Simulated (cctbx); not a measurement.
**Mg2CrGa2Ir5 with cctbx, script by script**

Library: cctbx 2025.11. The data are simulated by the first script.

## 1. Simulate the data

run.py:

```python
from cctbx import adptbx, crystal, miller, sgtbx, xray
from cctbx.array_family import flex
from iotbx.shelx import hklf
from scitbx import matrix
import scitbx.random

cs = crystal.symmetry(unit_cell=(10.184, 10.184, 3.001, 90, 90, 90), space_group_symbol='Hall: -P 4 2ab')  # P4/mbm
atoms = [  # label, site, U (iso, or U11 U22 U33 U12 U13 U23 in A^2), occupancy
    ("Ir1", (0.9282, 0.7934, 0.5), (0.0032, 0.0031, 0.0030, 0.0001, 0.0000, 0.0000), 1),
    ("Ir2", (0, 0.5, 0.5), (0.0034, 0.0034, 0.0037, 0.0002, 0.0000, 0.0000), 1),
    ("Ga1", (0.8734, 0.6266, 0), (0.0041, 0.0041, 0.0050, -0.0004, 0.0000, 0.0000), 1),
    ("Cr1", (0, 0, 0), (0.0049, 0.0049, 0.0054, 0.0000, 0.0000, -0.0000), 1),
    ("Mg1", (0.6739, 0.8261, 0), (0.0068, 0.0068, 0.0069, -0.0001, 0.0000, 0.0000), 1),
]
xs = xray.structure(crystal_symmetry=cs)
for label, site, u, occ in atoms:
    u = adptbx.u_cif_as_u_star(cs.unit_cell(), u) if isinstance(u, tuple) else u
    xs.add_scatterer(xray.scatterer(label, site=site, u=u, occupancy=occ))
xs.set_inelastic_form_factors(1.3414, "sasaki")
xs.show_summary()
p1 = xs.expand_to_p1()
ms = miller.build_set(p1, anomalous_flag=True, d_min=0.8)
flex.set_random_seed(810414)
scitbx.random.set_random_seed(810414)
ms = ms.select(flex.random_double(ms.size()) < 0.7)
i = ms.structure_factors_from_scatterers(p1, algorithm="direct").f_calc().as_intensity_array().data()
i = i * 70000 / flex.max(i)
sig = flex.sqrt(i + flex.pow2(0.015 * i) + 2 ** 2)
noise = scitbx.random.variate(scitbx.random.normal_distribution())(i.size())
data = ms.array(data=i + sig * noise, sigmas=sig).set_observation_type_xray_intensity()
with open("data.hkl", "w") as f:
    data.export_as_shelx_hklf(f)
print("reflections written:", data.size(), " <I/sigma> = %.1f" % flex.mean(data.data() / data.sigmas()))
for h, a, b in list(data.sort("data"))[:12]:
    print("%4d%4d%4d %9.1f %7.1f" % (h + (a, b)))
```

```console
$ python run.py
```

```text
Number of scatterers: 5
At special positions: 5
Unit cell: (10.184, 10.184, 3.001, 90, 90, 90)
Space group: P 4/m b m (No. 127)
reflections written: 1831  <I/sigma> = 29.5
   0   0   2   69777.8  1082.8
   0   0  -1   37275.0   589.0
   0   0   1   36390.8   589.0
  -5  -5   0   23137.0   370.9
   5  -5   0   22893.6   370.9
  -5   5   0   22661.0   370.9
   3  -1  -1   22513.8   362.7
   1  -3   1   22511.8   362.7
  -1  -3  -1   22491.5   362.7
   3   1   1   22489.4   362.7
   5   5   0   22448.8   370.9
   1  -3  -1   22331.0   362.7
```

Run time: 0.28 s on 1 thread of Arm Neoverse V2 (shared host), peak memory 0.07 GiB.

## 2. Refinement (right model, isotropic)

run.py:

```python
import math
from cctbx import adptbx, crystal, maptbx, sgtbx, xray
from cctbx.array_family import flex
from cctbx.xray import observations
from iotbx.shelx import hklf
from scitbx.lstbx import normal_eqns_solving
from smtbx import absolute_structure, utils
from smtbx.refinement import constraints, least_squares

cs = crystal.symmetry(unit_cell=(10.184, 10.184, 3.001, 90, 90, 90), space_group_symbol='Hall: -P 4 2ab')  # P4/mbm
atoms = [  # label, site, U (iso, or U11 U22 U33 U12 U13 U23 in A^2), occupancy
    ("Ir1", (0.9257, 0.7954, 0.5), 0.0200, 1),
    ("Ir2", (0, 0.5, 0.5), 0.0200, 1),
    ("Ga1", (0.8741, 0.6259, 0), 0.0200, 1),
    ("Cr1", (0, 0, 0), 0.0200, 1),
    ("Mg1", (0.6808, 0.8192, 0), 0.0200, 1),
]
xs = xray.structure(crystal_symmetry=cs)
for label, site, u, occ in atoms:
    u = adptbx.u_cif_as_u_star(cs.unit_cell(), u) if isinstance(u, tuple) else u
    xs.add_scatterer(xray.scatterer(label, site=site, u=u, occupancy=occ))
xs.set_inelastic_form_factors(1.3414, "sasaki")
raw = hklf.reader(file_name="data.hkl").as_miller_arrays(crystal_symmetry=cs, anomalous=True)[0]
merged = raw.eliminate_sys_absent().merge_equivalents()
fo2 = merged.array().set_observation_type_xray_intensity()
print("Rint %.3f, %d unique reflections to %.2f A" % (merged.r_int(), fo2.size(), fo2.d_min()))
for sc in xs.scatterers():
    sc.flags.set_grad_site(True)
    sc.flags.set_grad_u_aniso(sc.flags.use_u_aniso())
    sc.flags.set_grad_u_iso(sc.flags.use_u_iso())
obs = fo2.as_xray_observations()
extra = {}
rep = constraints.reparametrisation(xs, [], utils.connectivity_table(xs), **extra)
ls = least_squares.crystallographic_ls(obs, rep, weighting_scheme=least_squares.mainstream_shelx_weighting(a=0, b=0))
print("cycle     R1     wR2    GooF  max shift (A)")
for cycle in range(8):
    ls.build_up()
    r1, wr2, goof = ls.r1_factor(cutoff_factor=2)[0], ls.wR2(), ls.goof()
    old = xs.sites_cart()
    normal_eqns_solving.levenberg_marquardt_iterations(ls, n_max_iterations=3, tau=1e-06, step_threshold=1e-7)
    big = flex.max((xs.sites_cart() - old).norms())
    print("%4d %7.4f %7.4f %7.3f %9.5f" % (cycle + 1, r1, wr2, goof, big))
    ls.build_up(objective_only=True)
    if abs(ls.wR2() - wr2) < 5e-5 and big < 5e-4:
        break
ls.build_up()
print("final R1 %.4f wR2 %.4f GooF %.3f  parameters %d  data/parameter %.1f" % (ls.r1_factor(cutoff_factor=2)[0], ls.wR2(), ls.goof(), ls.n_parameters, fo2.size() / ls.n_parameters))
cov = ls.covariance_matrix_and_annotations()
su = dict(zip(cov.annotations, (math.sqrt(max(v, 0)) for v in cov.matrix.matrix_packed_u_diagonal())))
a2 = cs.unit_cell().reciprocal_parameters()[0] ** -2
print("atom        x        y        z      Ueq    occ   su(xyz)  su(Uiso or U11)")
for sc in xs.scatterers():
    s = max(su.get(sc.label + k, 0) for k in (".x", ".y", ".z"))
    npd = "" if sc.is_positive_definite_u(cs.unit_cell()) else "  NPD"
    print("%-5s %8.5f %8.5f %8.5f %8.4f %6.3f %8.5f %7.4f%s" % ((sc.label,) + sc.site + (sc.u_iso_or_equiv(cs.unit_cell()), sc.occupancy, s, su.get(sc.label + ".uiso", su.get(sc.label + ".u11", 0) * a2), npd)))
fo = fo2.f_sq_as_f()
fc = fo.structure_factors_from_scatterers(xs, algorithm="direct").f_calc()
diff = fo.f_obs_minus_f_calc(1 / math.sqrt(ls.scale_factor()), fc).average_bijvoet_mates()
m = diff.fft_map(symmetry_flags=maptbx.use_space_group_symmetry, resolution_factor=0.25).apply_volume_scaling()
print("difference map: max %.2f min %.2f rms %.2f" % (m.statistics().max(), m.statistics().min(), m.statistics().sigma()))
peaks = m.peak_search(parameters=maptbx.peak_search_parameters(min_distance_sym_equiv=0.6, max_clusters=6)).all()
near = xs.closest_distances(peaks.sites(), distance_cutoff=4)
sps = cs.special_position_settings(min_distance_sym_equiv=0.5)
for k, (x, h) in enumerate(zip(peaks.sites(), peaks.heights())):
    ss = sps.site_symmetry(x)
    print("Q%-3d %7.4f %7.4f %7.4f %4d %7.2f  %.2f A from %s" % ((k + 1,) + tuple(t % 1 for t in ss.exact_site()) + (ss.multiplicity(), h, near.smallest_distances[k], xs.scatterers()[near.i_seqs[k]].label)))
```

```console
$ python run.py
```

```text
Rint 0.015, 208 unique reflections to 0.80 A
cycle     R1     wR2    GooF  max shift (A)
   1  0.1550  0.3636  37.198   0.09995
   2  0.0044  0.0103   1.052   0.00002
final R1 0.0044 wR2 0.0103 GooF 1.052  parameters 9  data/parameter 23.1
atom        x        y        z      Ueq    occ   su(xyz)  su(Uiso or U11)
Ir1    0.92819  0.79339  0.50000   0.0031  1.000  0.00001  0.0000
Ir2    0.00000  0.50000  0.50000   0.0035  1.000  0.00000  0.0001
Ga1    0.87344  0.62656  0.00000   0.0044  1.000  0.00003  0.0001
Cr1    0.00000  0.00000  0.00000   0.0051  1.000  0.00000  0.0002
Mg1    0.67386  0.82614  0.00000   0.0070  1.000  0.00008  0.0002
difference map: max 0.56 min -0.51 rms 0.09
Q1    0.0000  0.5000  0.3300    4    0.56  0.51 A from Ir2
Q2    0.1216  0.3784  0.1726    8    0.41  0.52 A from Ga1
Q3    0.1231  0.6231  0.0000    4    0.38  0.73 A from Mg1
Q4    0.0335  0.1744  0.5000    8    0.33  0.51 A from Ir1
Q5    0.1218  0.2028  0.2699   16    0.25  0.86 A from Ir1
Q6    0.2493  0.2507  0.5000    4    0.24  1.86 A from Ir1
```

Time: 0.42 s.

## 3. Refinement (right model, anisotropic)

run.py, as its changes from the last script of this kind:

```diff
@@ -12,5 +12,5 @@
-    ("Ir1", (0.9257, 0.7954, 0.5), 0.0200, 1),
-    ("Ir2", (0, 0.5, 0.5), 0.0200, 1),
-    ("Ga1", (0.8741, 0.6259, 0), 0.0200, 1),
-    ("Cr1", (0, 0, 0), 0.0200, 1),
-    ("Mg1", (0.6808, 0.8192, 0), 0.0200, 1),
+    ("Ir1", (0.92819, 0.79339, 0.5), 0.0031, 1),
+    ("Ir2", (0, 0.5, 0.5), 0.0035, 1),
+    ("Ga1", (0.87344, 0.62656, 0), 0.0044, 1),
+    ("Cr1", (0, 0, 0), 0.0051, 1),
+    ("Mg1", (0.67386, 0.82614, 0), 0.0070, 1),
@@ -22,0 +23 @@
+xs.convert_to_anisotropic()
```

```console
$ python run.py
```

```text
Rint 0.015, 208 unique reflections to 0.80 A
cycle     R1     wR2    GooF  max shift (A)
   1  0.0045  0.0103   1.086   0.00023
   2  0.0039  0.0088   0.929   0.00000
final R1 0.0039 wR2 0.0088 GooF 0.929  parameters 19  data/parameter 10.9
atom        x        y        z      Ueq    occ   su(xyz)  su(Uiso or U11)
Ir1    0.92819  0.79340  0.50000   0.0031  1.000  0.00001  0.0001
Ir2    0.00000  0.50000  0.50000   0.0035  1.000  0.00000  0.0001
Ga1    0.87344  0.62656  0.00000   0.0044  1.000  0.00003  0.0001
Cr1    0.00000  0.00000  0.00000   0.0050  1.000  0.00000  0.0002
Mg1    0.67384  0.82616  0.00000   0.0069  1.000  0.00007  0.0003
difference map: max 0.32 min -0.31 rms 0.08
Q1    0.1225  0.6225  0.0000    4    0.34  0.74 A from Mg1
Q2    0.1184  0.2032  0.2748   16    0.26  0.83 A from Ir1
Q3    0.1148  0.3015  0.5000    8    0.23  1.06 A from Ir1
Q4    0.0299  0.0681  0.2426   16    0.22  1.05 A from Cr1
Q5    0.2523  0.2477  0.5000    4    0.21  1.84 A from Mg1
Q6    0.1158  0.7661  0.2964   16    0.20  1.42 A from Mg1
```

Time: 0.39 s.

## 4. Refinement

run.py, as its changes from the last script of this kind:

```diff
@@ -16,0 +17 @@
+    ("Mg2", (0.58, 0.859, 0.982), 0.0300, 1),
@@ -23 +23,0 @@
-xs.convert_to_anisotropic()
@@ -37 +37 @@
-for cycle in range(8):
+for cycle in range(12):
```

```console
$ python run.py
```

```text
Rint 0.015, 208 unique reflections to 0.80 A
cycle     R1     wR2    GooF  max shift (A)
   1  0.0868  0.2603  26.827   0.32913
   2  0.0139  0.0661   6.815   0.76751
   3  0.0061  0.0197   2.031   0.17390
   4  0.0061  0.0191   1.972   0.07465
   5  0.0062  0.0190   1.964   0.08646
   6  0.0063  0.0189   1.953   0.17967
   7  0.0065  0.0185   1.911   0.65666
   8  0.0059  0.0152   1.571   0.32427
   9  0.0057  0.0147   1.517   0.00706
  10  0.0057  0.0147   1.517   0.00135
  11  0.0057  0.0147   1.517   0.00102
  12  0.0057  0.0147   1.517   0.00104
final R1 0.0057 wR2 0.0147 GooF 1.517  parameters 12  data/parameter 17.3
atom        x        y        z      Ueq    occ   su(xyz)  su(Uiso or U11)
Ir1    0.92819  0.79339  0.50000   0.0031  1.000  0.00001  0.0001
Ir2    0.00000  0.50000  0.50000   0.0034  1.000  0.00000  0.0001
Ga1    0.87343  0.62657  0.00000   0.0044  1.000  0.00004  0.0001
Cr1    0.00000  0.00000  0.00000   0.0050  1.000  0.00000  0.0002
Mg1    0.67386  0.82614  0.00000   0.0069  1.000  0.00011  0.0003
Mg2    0.61622  0.62325  1.00000   1.0000  1.000  0.00748  0.0645
difference map: max 0.45 min -0.71 rms 0.14
Q1    0.0336  0.1731  0.5000    8    0.48  0.52 A from Ir1
Q2    0.0267  0.0667  0.2964   16    0.42  1.15 A from Cr1
Q3    0.0296  0.9078  0.5000    8    0.42  1.56 A from Ir1
Q4    0.0000  0.0000  0.2085    4    0.38  0.63 A from Cr1
Q5    0.1232  0.3768  0.1724    8    0.38  0.52 A from Ga1
Q6    0.2493  0.2507  0.5000    4    0.34  1.86 A from Ir1
```

Time: 1 s.

This run holds a fault made on purpose: spurious atom: Mg2.

## 5. Refinement

run.py, as its changes from the last script of this kind:

```diff
@@ -17 +16,0 @@
-    ("Mg2", (0.58, 0.859, 0.982), 0.0300, 1),
@@ -23 +22,2 @@
-xs.set_inelastic_form_factors(1.3414, "sasaki")
+# no anomalous dispersion
+xs.convert_to_anisotropic()
```

```console
$ python run.py
```

```text
Rint 0.015, 208 unique reflections to 0.80 A
cycle     R1     wR2    GooF  max shift (A)
   1  0.0286  0.0646   6.777   0.00070
   2  0.0083  0.0206   2.159   0.00000
final R1 0.0083 wR2 0.0206 GooF 2.159  parameters 19  data/parameter 10.9
atom        x        y        z      Ueq    occ   su(xyz)  su(Uiso or U11)
Ir1    0.92819  0.79340  0.50000   0.0055  1.000  0.00002  0.0001
Ir2    0.00000  0.50000  0.50000   0.0058  1.000  0.00000  0.0001
Ga1    0.87345  0.62655  0.00000   0.0067  1.000  0.00006  0.0003
Cr1    0.00000  0.00000  0.00000  -0.0014  1.000  0.00000  0.0004  NPD
Mg1    0.67391  0.82609  0.00000   0.0008  1.000  0.00016  0.0007
difference map: max 1.59 min -0.48 rms 0.21
Q1    0.0000  0.0000  0.0000    2    1.60  0.00 A from Cr1
Q2    0.1347  0.6863  0.0000    8    0.96  0.42 A from Mg1
Q3    0.0854  0.3449  0.0000    8    0.72  0.51 A from Ga1
Q4    0.1170  0.1913  0.2707   16    0.45  0.84 A from Ir1
Q5    0.2464  0.7464  0.5000    4    0.41  1.83 A from Mg1
Q6    0.0024  0.2603  0.5000    8    0.36  0.89 A from Ir1
```

Time: 0.4 s.

This run holds a fault made on purpose: anomalous dispersion left out.

## 6. Refinement

run.py, as its changes from the last script of this kind:

```diff
@@ -12,5 +12,5 @@
-    ("Ir1", (0.92819, 0.79339, 0.5), 0.0031, 1),
-    ("Ir2", (0, 0.5, 0.5), 0.0035, 1),
-    ("Ga1", (0.87344, 0.62656, 0), 0.0044, 1),
-    ("Cr1", (0, 0, 0), 0.0051, 1),
-    ("Mg1", (0.67386, 0.82614, 0), 0.0070, 1),
+    ("Ir1", (0.9383, 0.8215, 0.5), 0.0200, 1),
+    ("Ir2", (0, 0.5, 0.5), 0.0200, 1),
+    ("Ga1", (0.857, 0.643, 0), 0.0200, 1),
+    ("Cr1", (0, 0, 0), 0.0200, 1),
+    ("Mg1", (0.6941, 0.8059, 0), 0.0200, 1),
@@ -22,2 +22 @@
-# no anomalous dispersion
-xs.convert_to_anisotropic()
+xs.set_inelastic_form_factors(1.3414, "sasaki")
@@ -37 +36 @@
-for cycle in range(12):
+for cycle in range(10):
@@ -41 +40 @@
-    normal_eqns_solving.levenberg_marquardt_iterations(ls, n_max_iterations=3, tau=1e-06, step_threshold=1e-7)
+    normal_eqns_solving.levenberg_marquardt_iterations(ls, n_max_iterations=3, tau=0.0001, step_threshold=1e-7)
```

```console
$ python run.py
```

```text
Rint 0.015, 208 unique reflections to 0.80 A
cycle     R1     wR2    GooF  max shift (A)
   1  0.8913  0.9905 101.324   0.30411
   2  0.0174  0.0481   4.920   0.01259
   3  0.0044  0.0103   1.052   0.00000
final R1 0.0044 wR2 0.0103 GooF 1.052  parameters 9  data/parameter 23.1
atom        x        y        z      Ueq    occ   su(xyz)  su(Uiso or U11)
Ir1    0.92819  0.79339  0.50000   0.0031  1.000  0.00001  0.0000
Ir2    0.00000  0.50000  0.50000   0.0035  1.000  0.00000  0.0001
Ga1    0.87344  0.62656  0.00000   0.0044  1.000  0.00003  0.0001
Cr1    0.00000  0.00000  0.00000   0.0051  1.000  0.00000  0.0002
Mg1    0.67386  0.82614  0.00000   0.0070  1.000  0.00008  0.0002
difference map: max 0.56 min -0.51 rms 0.09
Q1    0.0000  0.5000  0.3300    4    0.56  0.51 A from Ir2
Q2    0.1216  0.3784  0.1726    8    0.41  0.52 A from Ga1
Q3    0.1231  0.6231  0.0000    4    0.38  0.73 A from Mg1
Q4    0.0335  0.1744  0.5000    8    0.33  0.51 A from Ir1
Q5    0.1218  0.2028  0.2699   16    0.25  0.86 A from Ir1
Q6    0.2493  0.2507  0.5000    4    0.24  1.86 A from Ir1
```

Run time: 0.48 s on 1 thread of Arm Neoverse V2 (shared host), peak memory 0.09 GiB.

This run holds a fault made on purpose: start far from the minimum.

[Logs are printed without paths, hosts, clocks, repeated set-up lines and the standing remarks that a program may print on its own settings, such as how far it seeks lower states.]
